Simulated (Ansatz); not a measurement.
**What do other settings change for liquid Al2O3 at 3000 K (130 atoms)?**

Density of this cell: 2.78 g/cm³. The cell holds 130 atoms: 52 Al and 78 O. Cell: a = 11.656 Å, b = 11.656 Å, c = 11.656 Å, α = 90.0°, β = 90.0°, γ = 90.0°. 130 atoms (52 Al, 78 O) placed at random at 2.78 g/cm³, melted at 4500 K for 20 ps at fixed volume with the Morse and Coulomb pair potential with partial charges (Pedone, Malavasi, Menziani, Cormack and Segre, J. Phys. Chem. B 110, 11780 (2006)). Snapshot at the end of a hold of 20 ps at 3000 K and fixed volume. The starting density is a measured one.

Geometry: as built.

Reference run: Kohn-Sham DFT, r2SCAN, PAW (set soft_1), plane waves (Ansatz 0.2.0), cutoff 500 eV, k-mesh 2×2×2, gaussian smearing of 0.05 eV.

- r.m.s. force component: 2.858 eV/Å
- pressure: 2.848 GPa
- gap (highest filled to lowest empty level): 0.3826 eV
- SCF cycles: 14
- time: 6.2 s on 1 × NVIDIA GB200 with 32 threads of Arm Neoverse V2, shared host

**Question.** The cell is repeated and solved at Γ. How do error, time and memory go?
- plane waves, 130 atoms (1×1×1)
- support functions, 130 atoms (1×1×1)
- plane waves, 1040 atoms (2×2×2)
- support functions, 1040 atoms (2×2×2)
- truncated density matrix, 1040 atoms (2×2×2)
- support functions, 3510 atoms (3×3×3)
- truncated density matrix, 3510 atoms (3×3×3)

Differences are against the typed cell on a 2×2×2 mesh, which samples like Γ on 1040 atoms (r.m.s. force component 2.86 eV/Å, gap 0.383 eV). Every repeated cell is solved at Γ, and forces are averaged over the copies of each atom. Hardware: 1 × NVIDIA GB200 with 32 threads of Arm Neoverse V2, shared host.

```tsv
atoms	repeats	basis	Δ force, r.m.s. (meV/Å)	Δ energy (meV/atom)	less plane waves of the same size (meV/atom)	gap (eV)	spread among copies (meV/Å)	SCF cycles	time	host memory (GiB)	planned on the GPU (GiB)
130	1×1×1	plane waves	6.59	1.19	-	0.416	-	14	2.3 s	1.3	5.5
130	1×1×1	support functions	6.96	-2.02	-3.2	0.415	-	14	5 s	1.5	8.1
1040	2×2×2	plane waves	0.014	0	-	0.383	0	16	30 s	3.9	116
1040	2×2×2	support functions	1.63	-3.19	-3.2	0.382	0.035	18	27 s	5.7	40
1040	2×2×2	truncated density matrix	1.62	-3.19	-3.2	-	0.025	24	32 s	5.6	36
3510	3×3×3	support functions	1.66	-3.20	-	0.382	0.035	20	2.1 min	17	137
3510	3×3×3	truncated density matrix	1.65	-3.20	-	-	0.025	25	2 min	17	133
```

Repeating the cell at Γ samples more k-points: in plane waves the energy difference from the dense mesh goes from 1.19 meV/atom at 130 atoms to 0 at 1040, and the force difference from 6.6 to 0.014 meV/Å; the gap goes from 0.416 to 0.383 eV. With plane waves, the time grows as the 1.2 power of the atom count between the two largest sizes, 130 and 1040 atoms. The smaller run is short enough for fixed overheads to flatten this slope. With support functions, the time grows as the 1.3 power of the atom count between the two largest sizes, 1040 and 3510 atoms. With the truncated density matrix, the time grows as the 1.1 power of the atom count between the two largest sizes, 1040 and 3510 atoms. At 3510 atoms truncation (run in mixed precision) changes the energy by +0.0027 meV/atom and takes 0.93 times the time of the full density matrix. At equal size the support functions lie 3.2 meV/atom below plane waves, likely because their grid holds more waves than 500 eV; no run tests this. Support functions take 2.2 times the time of plane waves at 130 atoms and 0.93 times at 1040, so the crossover lies within the series. Each time is a single run, so ratios and crossover are rough. At the largest size the support functions' forces differ from the reference by 0.058 % of the r.m.s. force, which holds the difference of sampling between the two as well as that of the basis. In some support-function runs the search for missed states was left out or partial.

[Logs are printed without paths, hosts, clocks, repeated set-up lines and the standing remarks that a program may print on its own settings, such as how far it seeks lower states.]

[Hosts, paths, dates, database ids (printed as entryN), source tags and the programs' standing remarks are cut or masked in the printed files.]
